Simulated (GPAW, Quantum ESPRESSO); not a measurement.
# Sn K ELNES/XANES of SnO2 (Cassiterite, P4_2/mnm) from DFT, part 3 of 6

Aim: the Sn K edge of SnO2 (Cassiterite, P4_2/mnm) by two routes, a Lanczos recursion (XSpectra) and a sum over empty bands (GPAW), to see which features are robust.

Quantum ESPRESSO 7.5 and GPAW 26.7.0; core-hole supercells, plane-wave PAW PBE.

So far. Step 2 (Ground state of the crystal (Quantum ESPRESSO)): The mesh shows a gap of 1.25 eV, so the hole is first treated in a charged cell, without the excited electron. Step 3 (Spectrum without a core hole, Sn atom 1 (Quantum …): Main maxima below 30 eV (height): 11.0 eV (1.39). A K edge sees empty p states on the absorber.

**7. Spectrum with FCH, Sn atom 1 (Quantum ESPRESSO)**

Level of this step: X-ray absorption near-edge structure, plane-wave PAW PBE, one-electron final states by a Lanczos continued fraction (Quantum ESPRESSO).

The Lanczos recursion gives the spectrum without computing empty bands; each polarisation needs a run of its own on the full k mesh. xe0 is set between filled and empty states, and states below it are cut. The file of filecore holds the core orbital, taken from the hole-free data set.

The input, xspectra.in:

```
&input_xspectra
   calculation='xanes_dipole', edge='K'
   prefix='x', outdir='tmp', xiabs=1, xe0=10.1325
   xonly_plot=.false., x_save_file='xanes.sav'
   xniter=3000, xcheck_conv=20, xerror=0.005
   xcoordcrys=.false., xepsilon(1)=1, xepsilon(2)=0, xepsilon(3)=0
/
&plot
   xnepoint=501, xemin=-10, xemax=70, terminator=.true., cut_occ_states=.true.
   xgamma=0.4
/
&pseudos
   filecore='../Sn.wfc'
/
&cut_occ
   cut_desmooth=0.1, cut_stepl=0.05, cut_stepu=0.05, cut_ierror=1e-5
/
3 3 3 0 0 0
```

xspectra_1.in, as its differences from xspectra.in of step 7:

```diff
@@ -5,3 +5,3 @@
    xniter=3000, xcheck_conv=20, xerror=0.005
-   xcoordcrys=.false., xepsilon(1)=1, xepsilon(2)=0, xepsilon(3)=0
+   xcoordcrys=.false., xepsilon(1)=0, xepsilon(2)=0, xepsilon(3)=1
 /
```

Started as:

```console
$ OMP_NUM_THREADS=1 mpirun --oversubscribe --bind-to none -np 4 xspectra.x -nk 4 -in xspectra.in > xspectra.out
```

Numbers of over 12 decimals in the logs are rounded to 6 here.

The log of the run:

```text
     [... banner and references ...]
Reading input_file

     calculation: xanes_dipole

     xepsilon  [cartesian coordinates]:   1.000000   0.000000   0.000000

     xonly_plot: FALSE
        => complete calculation: Lanczos + spectrum plot

     filecore (core-wavefunction file): ../Sn.wfc

     main plot parameters:
        cut_occ_states: TRUE
        gamma_mode:  constant
        -> using xgamma [eV]:  0.40
        xemin [eV]: -10.00
        xemax [eV]:  70.00
        xnepoint:  501
        xe0 [eV]:  10.132500 (energy zero read in input file)

     WARNING: variable ef_r is obsolete

                      Reading SCF save directory: x.save

     tmp/x.save/

     Exchange-correlation= PBE
                           (   1   4   3   4   0   0   0)

     G-vector sticks info

                           Getting the Fermi energy

     From SCF save directory:
        ehomo [eV]:    9.7420 (highest occupied level)
        elumo [eV]:   10.5229 (lowest occupied level)
        ef    [eV]:    9.7420

     -> ef (in eV) will be written in x_save_file

                           Energy zero of the spectrum

     -> ef will NOT be used as energy zero of the spectrum
       (because xe0 read in input file)

     G-vector sticks info

     bravais-lattice index     =            0
     lattice parameter (alat)  =      12.6622  a.u.
     unit-cell volume          =    1930.9038 (a.u.)^3
     number of atoms/cell      =           24
     number of atomic types    =            3
     number of electrons       =       208.00
     number of Kohn-Sham states=          108
     kinetic-energy cutoff     =      48.0000  Ry
     charge density cutoff     =     360.0000  Ry
     Exchange-correlation= PBE
                           (   1   4   3   4   0   0   0)

     celldm(1)=  12.662193  celldm(2)=   0.000000  celldm(3)=   0.000000
     celldm(4)=   0.000000  celldm(5)=   0.000000  celldm(6)=   0.000000

     crystal axes: (cart. coord. in units of alat)
               a(1) = (  -0.707107   0.707107   0.000000 )
               a(2) = (  -0.707107  -0.707107   0.000000 )
               a(3) = (   0.707107   0.000000   0.951117 )

     reciprocal axes: (cart. coord. in units 2 pi/alat)
               b(1) = ( -0.707107  0.707107  0.525698 )
               b(2) = ( -0.707107 -0.707107  0.525698 )
               b(3) = (  0.000000  0.000000  1.051396 )

     PseudoPot. #1 for Sn:     Pseudo is Projector augmented-wave + core cor, Zval = 15.0

     PseudoPot. #2 for Sn:     Pseudo is Projector augmented-wave + core cor, Zval = 14.0

     ../pp/O.pbe-n-kjpaw.UPF
     Pseudo is Projector augmented-wave + core cor, Zval =  6.0
     Shape of augmentation charge: PSQ
     Using radial grid of 1095 points,  4 beta functions with:
                l(1) =   0
                l(2) =   0
                l(3) =   1
                l(4) =   1
     Q(r) pseudized with 0 coefficients

     atomic species   valence    mass     pseudopotential
     Sn0              15.00     1.00000     Sn( 1.00)
     Sn               14.00     1.00000     Sn( 1.00)
     O                 6.00     1.00000     O ( 1.00)

      8 Sym. Ops., with inversion, found

   Cartesian axes

     site n.     atom                  positions (alat units)
         1        Sn0    tau(   1) = (  -0.3535534  -0.3535534   0.2377792  )
         2        Sn     tau(   2) = (  -0.3535534   0.3535534   0.2377792  )
         3        Sn     tau(   3) = (  -0.3535534  -0.3535534   0.7133376  )
         4        Sn     tau(   4) = (  -0.3535534   0.3535534   0.7133376  )
         5        Sn     tau(   5) = (   0.0000000   0.0000000   0.0000000  )
         6        Sn     tau(   6) = (  -0.7071068   0.0000000   0.0000000  )
         7        Sn     tau(   7) = (   0.0000000   0.0000000   0.4755584  )
         8        Sn     tau(   8) = (  -0.7071068  -0.0000000   0.4755584  )
         9        O      tau(   9) = (  -0.8435077   0.1364009   0.2377792  )
        10        O      tau(  10) = (  -0.1364009   0.1364009   0.2377792  )
[...]
k(    4) = (  -0.2357023  -0.2357023   0.1752326), wk =   0.0740741
        k(    5) = (  -0.2357023  -0.2357023   0.5256978), wk =   0.0740741
[...]
k(   25) = (  -0.9428090  -0.0000000   0.7009304), wk =   0.0740741
        k(   26) = (  -0.9428090  -0.0000000   1.0513956), wk =   0.0740741
        k(   27) = (  -0.9428090   0.0000000   1.4018607), wk =   0.0740741

     Dense  grid:   222785 G-vectors     FFT dimensions: (  80,  80,  96)

     Smooth grid:    86661 G-vectors     FFT dimensions: (  60,  60,  72)

     The potential is recalculated from file :
     tmp/x.save/charge-density

     Starting wfcs are  136 atomic wfcs
     Checking if some PAW data can be deallocated...

               Reading core wavefunction file for the absorbing atom

     ../Sn.wfc successfully read

                              Attributing the PAW radii
                     for the absorbing atom [units: Bohr radius]

        PAW proj 1: r_paw(l= 0)= 3.00  (1.5*r_cut)
        PAW proj 2: r_paw(l= 0)= 3.00  (1.5*r_cut)
        PAW proj 3: r_paw(l= 1)= 3.45  (1.5*r_cut)
        PAW proj 4: r_paw(l= 1)= 3.45  (1.5*r_cut)
        PAW proj 5: r_paw(l= 2)= 2.40  (1.5*r_cut)
        PAW proj 6: r_paw(l= 2)= 2.40  (1.5*r_cut)

        NB: The calculation will not necessary use all these r_paw values.
            - For a edge in the electric-dipole approximation,
              only the r_paw(l=1) values are used.
            - For a K edge in the electric-quadrupole approximation,
              only the r_paw(l=2) values are used.

            - For a L2 or L3 edge in the electric-quadrupole approximation,

              all projectors (s, p and d) are used.

                          Starting XANES calculation
                     in the electric dipole approximation

     Method of calculation based on the Lanczos recursion algorithm
        - STEP 1: Construction of a kpoint-dependent Lanczos basis,
          in which the Hamiltonian is tridiagonal (each 'iter'
          corresponds to the calculation of one more Lanczos vector)
        - STEP 2: Calculation of the cross-section as a continued fraction
          averaged over the k-points.

     ... Begin STEP 1 ...

        Radial transition matrix element(s) used in the calculation of the
        initial vector of the Lanczos basis (|tilde{phi}_abs> normalized)
        | For PAW proj. (l=1) #1: radial matrix element =   0.001143307
        | For PAW proj. (l=1) #2: radial matrix element =   0.002110185

NB: the     7 k-point are not all listed below because npool=  4
        |-------------------------------------------------------------
        ! k-point #     1:  ( 0.0000,  0.0000,  0.0000),  0.0741,   1
        |-------------------------------------------------------------
 okvan= T
        |   Norm of the initial Lanczos vector: 0.15574132E-02
        |   Estimated error at iter     20:   1.00667900
        |   Estimated error at iter     40:   0.35123355
        |   Estimated error at iter     60:   0.20673295
        |   Estimated error at iter     80:   0.19072960
        |   Estimated error at iter    100:   0.18906829
[...]
!   => CONVERGED at iter    440 with error=  0.00253142
        |-------------------------------------------------------------
        ! k-point #     2:  ( 0.0000,  0.0000,  0.3505),  0.0741,   1
        |-------------------------------------------------------------
 okvan= T
        |   Norm of the initial Lanczos vector: 0.15574136E-02
[...]
!   => CONVERGED at iter    500 with error=  0.00364953
        |-------------------------------------------------------------
     [... 4 further k-points ...]
        ! k-point #     7:  (-0.4714, -0.4714,  0.3505),  0.0741,   1
        |-------------------------------------------------------------
 okvan= T
        |   Norm of the initial Lanczos vector: 0.15574130E-02
[...]
|   Estimated error at iter    620:   0.00824657
        |   Estimated error at iter    640:   0.00569186
        |   Estimated error at iter    660:   0.00685186
        !   => CONVERGED at iter    680 with error=  0.00416717

     Results of STEP 1 successfully written in x_save_file
     x_save_file name:
     ->  xanes.sav
     x_save_file version:  2

     ... End STEP 1 ...

     ... Begin STEP 2 ...

     The spectrum is calculated using the following parameters:
        xe0 [eV]:   10.1325
        the occupied states are elimintate from the spectrum
        xemin [eV]: -10.00
        xemax [eV]:  70.00
        xnepoint:  501
        constant broadening parameter [eV]:    0.400
        Core level energy [eV]: -0.2920E+05
         (from electron binding energy of neutral atoms in X-ray data booklet)

     Cross-section successfully written in xanes.dat

     ... End STEP 2 ...

                                END JOB XSpectra
```

It took 3.1 min on 4 MPI ranks of Arm Neoverse V1, shared host; peak memory 0.29 GiB.

The Sn K spectrum, Sn atom 1, full core hole (charged cell) (energy from the lowest empty level; intensity scaled to a mean of 1 over the first 20 eV; folded afterwards to Lorentzian half width 4.25 eV; the points at xe0, where the cut of filled states can leave a spike, are interpolated; polarised curves are means over the symmetry-equivalent atoms):

```tsv
E (eV)	isotropic	ε ⊥ c	ε ∥ c
-2.0	0.31	0.32	0.28
-1.5	0.33	0.35	0.30
-1.0	0.36	0.38	0.33
-0.5	0.40	0.42	0.36
0.0	0.44	0.46	0.39
0.5	0.48	0.50	0.43
1.0	0.53	0.56	0.47
1.5	0.58	0.62	0.52
2.0	0.64	0.68	0.57
2.5	0.71	0.76	0.63
3.0	0.79	0.83	0.69
3.5	0.87	0.92	0.76
4.0	0.95	1.00	0.84
4.5	1.03	1.09	0.92
5.0	1.11	1.16	1.01
5.5	1.19	1.23	1.10
6.0	1.25	1.29	1.18
6.5	1.31	1.33	1.27
7.0	1.35	1.35	1.34
7.5	1.37	1.35	1.41
8.0	1.38	1.35	1.46
8.5	1.38	1.33	1.49
9.0	1.36	1.30	1.50
9.5	1.34	1.26	1.49
10.0	1.30	1.22	1.47
10.5	1.26	1.18	1.43
11.0	1.22	1.14	1.38
11.5	1.17	1.10	1.32
12.0	1.13	1.06	1.26
12.5	1.09	1.03	1.20
13.0	1.05	1.00	1.15
13.5	1.01	0.97	1.10
14.0	0.98	0.95	1.05
14.5	0.95	0.92	1.01
15.0	0.93	0.91	0.98
15.5	0.91	0.89	0.95
16.0	0.89	0.88	0.93
16.5	0.88	0.86	0.91
17.0	0.87	0.85	0.89
17.5	0.85	0.84	0.88
18.0	0.84	0.83	0.87
18.5	0.83	0.82	0.85
19.0	0.82	0.81	0.84
19.5	0.81	0.80	0.83
20.0	0.80	0.80	0.82
20.5	0.79	0.79	0.80
21.0	0.79	0.78	0.79
21.5	0.78	0.78	0.78
22.0	0.78	0.78	0.78
22.5	0.77	0.78	0.77
23.0	0.77	0.78	0.76
23.5	0.78	0.78	0.76
24.0	0.78	0.79	0.75
24.5	0.78	0.79	0.75
25.0	0.78	0.80	0.75
25.5	0.78	0.80	0.74
26.0	0.78	0.80	0.74
26.5	0.78	0.80	0.73
27.0	0.77	0.79	0.72
27.5	0.76	0.79	0.71
28.0	0.75	0.78	0.70
28.5	0.74	0.77	0.69
29.0	0.73	0.76	0.68
29.5	0.72	0.75	0.66
30.0	0.71	0.74	0.65
30.5	0.70	0.73	0.63
31.0	0.69	0.72	0.62
31.5	0.68	0.71	0.61
32.0	0.67	0.70	0.60
```

Main maxima below 30 eV (height): 8.2 eV (1.38). 

**8. Supercell with XCH, Sn atom 1 (Quantum ESPRESSO)**

The holes are 6.7 Å apart. The excited electron is kept in the cell, where it fills the lowest empty states and screens the hole.

Changed against the first core-hole run: core hole to XCH.

The input, scf.in:

```
&control
   calculation='scf', prefix='x', pseudo_dir='../pp', outdir='tmp', tprnfor=.true.
/
&system
   ibrav=0, nat=24, ntyp=3, nbnd=130
   ecutwfc=48, ecutrho=360
   occupations='smearing', smearing='gaussian', degauss=0.003
/
&electrons
   conv_thr=2.4e-07, electron_maxstep=120
   mixing_beta=0.5
/
ATOMIC_SPECIES
Sn0 1.0 Sn.pbe-dn-kjpaw-1sch.UPF
Sn 1.0 Sn.pbe-dn-kjpaw.UPF
O 1.0 O.pbe-n-kjpaw.UPF
CELL_PARAMETERS angstrom
  -4.73800000 4.73800000 0.00000000
  -4.73800000 -4.73800000 0.00000000
  4.73800000 0.00000000 6.37300000
ATOMIC_POSITIONS crystal
Sn0  0.12500000 0.62500000 0.25000000
Sn   0.62500000 0.12500000 0.25000000
Sn   0.37500000 0.87500000 0.75000000
Sn   0.87500000 0.37500000 0.75000000
Sn   0.00000000 0.00000000 0.00000000
Sn   0.50000000 0.50000000 0.00000000
Sn   0.25000000 0.25000000 0.50000000
Sn   0.75000000 0.75000000 0.50000000
O    0.81790000 0.62500000 0.25000000
O    0.31790000 0.12500000 0.25000000
O    0.06790000 0.87500000 0.75000000
O    0.56790000 0.37500000 0.75000000
O    0.00000000 0.30710000 0.00000000
O    0.50000000 0.80710000 0.00000000
O    0.25000000 0.55710000 0.50000000
O    0.75000000 0.05710000 0.50000000
O    0.43210000 0.62500000 0.25000000
O    0.93210000 0.12500000 0.25000000
O    0.68210000 0.87500000 0.75000000
O    0.18210000 0.37500000 0.75000000
O    0.00000000 0.69290000 0.00000000
O    0.50000000 0.19290000 0.00000000
O    0.25000000 0.94290000 0.50000000
O    0.75000000 0.44290000 0.50000000
K_POINTS automatic
3 3 3 0 0 0
```

Started as:

```console
$ OMP_NUM_THREADS=1 mpirun --oversubscribe --bind-to none -np 4 pw.x -nk 4 -in scf.in > scf.out
```

The log of the run:

```text
     [... banner and references ...]
[banner, memory and clock lines left out]
using ibrav=0 with symmetry is DISCOURAGED, use correct ibrav instead

     G-vector sticks info

     bravais-lattice index     =            0
     lattice parameter (alat)  =      12.6622  a.u.
     unit-cell volume          =    1930.9038 (a.u.)^3
     number of atoms/cell      =           24
     number of atomic types    =            3
     number of electrons       =       209.00
     number of Kohn-Sham states=          130
     kinetic-energy cutoff     =      48.0000  Ry
     charge density cutoff     =     360.0000  Ry
     scf convergence threshold =      2.4E-07
     mixing beta               =       0.5000
     number of iterations used =            8  plain     mixing
     Exchange-correlation= SLA  PW   PBX  PBC
                           (   1   4   3   4   0   0   0)

     celldm(1)=  12.662193  celldm(2)=   0.000000  celldm(3)=   0.000000
     celldm(4)=   0.000000  celldm(5)=   0.000000  celldm(6)=   0.000000

     crystal axes: (cart. coord. in units of alat)
               a(1) = (  -0.707107   0.707107   0.000000 )
               a(2) = (  -0.707107  -0.707107   0.000000 )
               a(3) = (   0.707107   0.000000   0.951117 )

     reciprocal axes: (cart. coord. in units 2 pi/alat)
               b(1) = ( -0.707107  0.707107  0.525698 )
               b(2) = ( -0.707107 -0.707107  0.525698 )
               b(3) = (  0.000000  0.000000  1.051396 )

     PseudoPot. #1 for Sn:     Pseudo is Projector augmented-wave + core cor, Zval = 15.0

     PseudoPot. #2 for Sn:     Pseudo is Projector augmented-wave + core cor, Zval = 14.0

[...]
iteration # 12     ecut=    48.00 Ry     beta= 0.50
     Davidson diagonalization with overlap
     ethr =  9.04E-10,  avg # of iterations =  4.1

     End of self-consistent calculation

          k = 0.0000 0.0000 0.0000 ( 10815 PWs)   bands (ev):

   -19.2283 -19.2239 -19.1344 -19.0945 -19.0841 -11.2753 -11.1157 -10.9580
   -10.8898 -10.8885 -10.8260 -10.7918 -10.7824 -10.7516 -10.6194 -10.6099
   -10.5850 -10.3928 -10.2810 -10.2750 -10.2452 -10.1981 -10.1888 -10.1833
[...]
15.9638  16.0472  18.0462  18.1799  18.5576  18.5643  18.9150  19.3212
    19.4468  19.8047  19.9252  20.1099  20.3401  20.3806  20.4685  20.5084
    20.6469  20.6612

     [... bands of 7 further k-points ...]

     the Fermi energy is    12.4606 ev

!    total energy              =   -4193.57307742 Ry
     total all-electron energy =    -99090.555062 Ry
     estimated scf accuracy    <       0.00000003 Ry
     smearing contrib. (-TS)   =      -0.00023836 Ry
     internal energy E=F+TS    =   -4193.57283906 Ry

     The total energy is F=E-TS. E is the sum of the following terms:
     one-electron contribution =    -499.08226883 Ry
     hartree contribution      =     425.71061031 Ry
     xc contribution           =    -509.51044331 Ry
     ewald contribution        =   -1244.37437957 Ry
     one-center paw contrib.   =   -2366.31635766 Ry

     convergence has been achieved in  12 iterations

     Forces acting on atoms (cartesian axes, Ry/au):

     atom    1 type  1   force =     0.00000000    0.00000000    0.00000000
     atom    2 type  2   force =     0.00000000    0.00000000    0.00000000
     atom    3 type  2   force =     0.00000000    0.00000000    0.02732803
[...]
atom   23 type  3   force =    -0.00085589   -0.00085589   -0.01710853
     atom   24 type  3   force =    -0.01217969   -0.01217969   -0.00166755

     Total force =     0.094224     Total SCF correction =     0.000254

     XML data file, charge density, pseudopotentials, collected wavefunctions
```

Run time: 2.7 min. Hardware: 4 MPI ranks; peak memory 0.49 GiB; 11 min of CPU time.

Energy with the hole: -1348195.684 eV, cores included.

**9. Excitation energy, Sn atom 1 (Quantum ESPRESSO)**

With the excited electron kept in the cell the system stays neutral, and the energy difference is an excitation energy by itself. In a small cell that electron takes up a good share of the lowest empty band, or all of one, which shifts the value from the true onset.

The total-energy difference is 29327.4 eV, raw.

**10. The field without a hole (GPAW)**

The second program starts from its own ground state, on the same cell and functional.

The input, scf.py:

```python
import numpy as np
from ase import Atoms
from ase.parallel import parprint, paropen
from gpaw import GPAW, PW, FermiDirac, Mixer, MixerDif, setup_paths
from gpaw.test import gen
setup_paths.insert(0, '.')
gen('Sn', name='nch1s', xcname='PBE', corehole=(1, 0, 0), write_xml=True)
from gpaw.mpi import world
world.barrier()

atoms = Atoms('Sn2O4',
    cell=[[4.738, 0, 0],
     [0, 4.738, 0],
     [0, 0, 3.1865]],
    scaled_positions=[[0.5, 0.5, 0.5],
     [0, 0, 0],
     [0.8071, 0.1929, 0.5],
     [0.6929, 0.6929, 0],
     [0.1929, 0.8071, 0.5],
     [0.3071, 0.3071, 0]],
    pbc=True)
atoms.calc = calc = GPAW(legacy_gpaw=True, mode=PW(500, force_complex_dtype=True), xc='PBE', setups={0: 'nch1s'},
    kpts={'size': (5, 5, 8), 'gamma': True}, occupations=FermiDirac(0.05),
    charge=0, mixer=Mixer(0.1, 5, 50), maxiter=150,
    convergence={'density': 0.0001, 'eigenstates': 1e-6}, txt='scf.txt')
energy = atoms.get_potential_energy() + calc.get_reference_energy()
ef = calc.get_fermi_level()
out = dict(energy=energy, fermi=ef, forces=atoms.get_forces().tolist())
parprint(f'all-electron energy {energy:.4f} eV, Fermi level {ef:.4f} eV')
ev = np.array([[calc.get_eigenvalues(k, s) for k in range(len(calc.get_ibz_k_points()))] for s in range(calc.get_number_of_spins())])
out['homo'], out['lumo'], out['counts'] = ev[ev < ef].max(), ev[ev > ef].min(), sorted(set((ev < ef).sum((0, 2)).tolist()))
out['filled'] = (ev[:, 0] < ef).sum(1).tolist()
import json
with paropen('out.json', 'w') as f:
    json.dump(out, f)
```

Started as:

```console
$ OMP_NUM_THREADS=1 mpirun -n 4 gpaw python scf.py
```

The log of the run:

```text
Input parameters:
  convergence: {density: 0.0001,
                eigenstates: 1e-06}
  kpts: {gamma: True,
         size: (5, 5, 8)}
  maxiter: 150
  mixer: {backend: pulay,
          beta: 0.1,
          method: separate,
          nmaxold: 5,
          weight: 50}
  mode: {ecut: 500.0,
         force_complex_dtype: True,
         name: pw}
  occupations: {fixmagmom: False,
                name: fermi-dirac,
[...]
*s    :     0.612746
5p(2) :    -0.135833     1.023022
*p    :     0.864167
4d(10):    -0.949780     0.212469
*d    :     0.050220
--------------------------------

Diagonalizing with gridspacing h=0.050

state   all-electron     PAW
-------------------------------
5s:      -0.387254    -0.387773
5p:      -0.135833    -0.136448
4d:      -0.949780    -0.950687
*f:                    0.064549
-------------------------------
all-electron energy -344221.8430 eV, Fermi level 6.7282 eV
[key lines of the parts left out:]
Converged after 12 iterations.
Dipole moment: (0.000000, 0.000000, -0.000000) |e|*Ang
Free energy:    -37.045726
Fermi level: 6.72820
```

It took 17 s on 4 MPI ranks; peak memory 0.21 GiB.

The mesh shows a gap of 1.28 eV, so the hole is first treated in a charged cell, without the excited electron.

(Part 3 of 6 ends here.)

[Banner, clock and machine lines of the logs are left out without a mark of their own.]

[Logs are printed without paths, hosts, clocks, repeated set-up lines and the standing remarks that a program may print on its own settings, such as how far it seeks lower states.]

[Hosts, paths, dates, database ids (printed as entryN), source tags and the programs' standing remarks are cut or masked in the printed files.]

[Lists of maxima count a maximum above −3 eV only where it reaches 4 % of the highest in the window and stands out from its surroundings by 2 % of it (1.5 % where it reaches 55 %); shoulders and weaker maxima are passed over, and of the rest the first, up to two pre-edge ones and the few strongest are named.]
